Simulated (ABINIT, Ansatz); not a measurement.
Quasiparticle gap of SrNiF6 (R-3m) in ABINIT. Symmetry: R-3m, No. 166, trigonal system. Conventional cell: a = 7.074 Å, b = 7.074 Å, c = 6.656 Å, α = 90.00°, β = 90.00°, γ = 120.00°. Nearest to Sr lie 12 F at 2.61 to 2.72 Å. Ni has 6 F at 1.80 Å nearest. Nearest to F lie 1 Ni at 1.80 Å and 2 Sr at 2.61 to 2.72 Å. Farther neighbours, and contacts between anions beyond the nearest, are not listed. The calculation used RPA screening on LDA, plane waves, norm-conserving pseudopotentials (and 2 further levels or steps) in ABINIT 10.8.3, with cutoff 45 Ha, PseudoDojo scalar-relativistic 0.4.1 standard, norm-conserving, ngkpt (2, 2, 2), nband 82, ecuteps 3.6 Ha, inclvkb 2, shiftk (0, 0, 0), symchi 1, awtr 1, frequency ppm, 2×2×2 k-mesh. The LDA gap is 0.99 eV, indirect (only 7 meV under the direct gap). The G0W0 gap on the mesh is 3.59 eV and the GW settings are 2×2×2 mesh, 82 bands, screening to 98 eV, Godby-Needs plasmon pole. The known limits are short of the basis limit; no spin polarisation; d states lean on the start; no spin-orbit coupling; coarse k mesh. It took 5 runs, 3.6 min in all on 4 MPI ranks of Arm Neoverse V2, shared host. G0W0 moves the gap on the mesh from 0.99 eV to 3.59 eV (+2.60 eV), with Z of 0.74 and 0.74 at the edges. Local fields lower the RPA ε∞ on this mesh from 4.55 to 3.65; a Γ-centred mesh this coarse tends to raise both, most where the direct gap is narrow, while a short band sum lowers them. This run has no spin polarisation, although Ni can carry a moment. The cell and positions come from the Crystallography Open Database and are kept as given unless a step says otherwise. Limits: no spin polarisation; d states lean on the start; no spin-orbit coupling. The 2×2×2 mesh is coarse for this cell, which bears on the long-range parts of exchange and screening. The runs have no spin polarisation. For a closed low-spin shell that is the natural state; where a d or f shell is open it is a constraint, and the gap is then not the crystal's own.

```xyz
8
Lattice="3.5370 2.0421 2.2187 -3.5370 2.0421 2.2187 0.0000 -4.0842 2.2187" Properties=species:S:1:pos:R:3 pbc="T T T"
Sr    0.0000    0.0000    3.3280
Ni    0.0000    0.0000    0.0000
F    -2.2637    1.3069    3.2570
F     0.0000   -2.6139    3.2570
F     2.2637    1.3069    3.2570
F     2.2637   -1.3069    3.3990
F    -2.2637   -1.3069    3.3990
F     0.0000    2.6139    3.3990
```

[Long decimals in the printed logs are rounded to 6 places.]

[Logs are printed without paths, hosts, clocks, repeated set-up lines and the standing remarks that a program may print on its own settings, such as how far it seeks lower states.]

[Paths, hosts, dates, memory and timing lines, banners, echoed tables and standing remarks are left out of the program output; an Ansatz launch command may be rebuilt from the run's recorded settings. Measured values are a selection of at most five: reports struck by readers or far from the other reports are left out. None is set beside runs whose start may be inverted or whose files or cutoffs have a known fault.]

[Runs of the session that timed out or met a known fault of the program may be left out.]

[Hosts, paths, dates, database ids (printed as entryN), source tags and the programs' standing remarks are cut or masked in the printed files.]

[G0W0 gaps are taken among the corrected bands and points alone; a level outside them can change the order at an edge.]

[Where Ansatz stands beside ABINIT at settings called matched, ABINIT's density can come from a denser mesh and the files from another edition; pairs whose starting gaps differed by over 0.03 eV were left out, so agreement reads better than it is.]
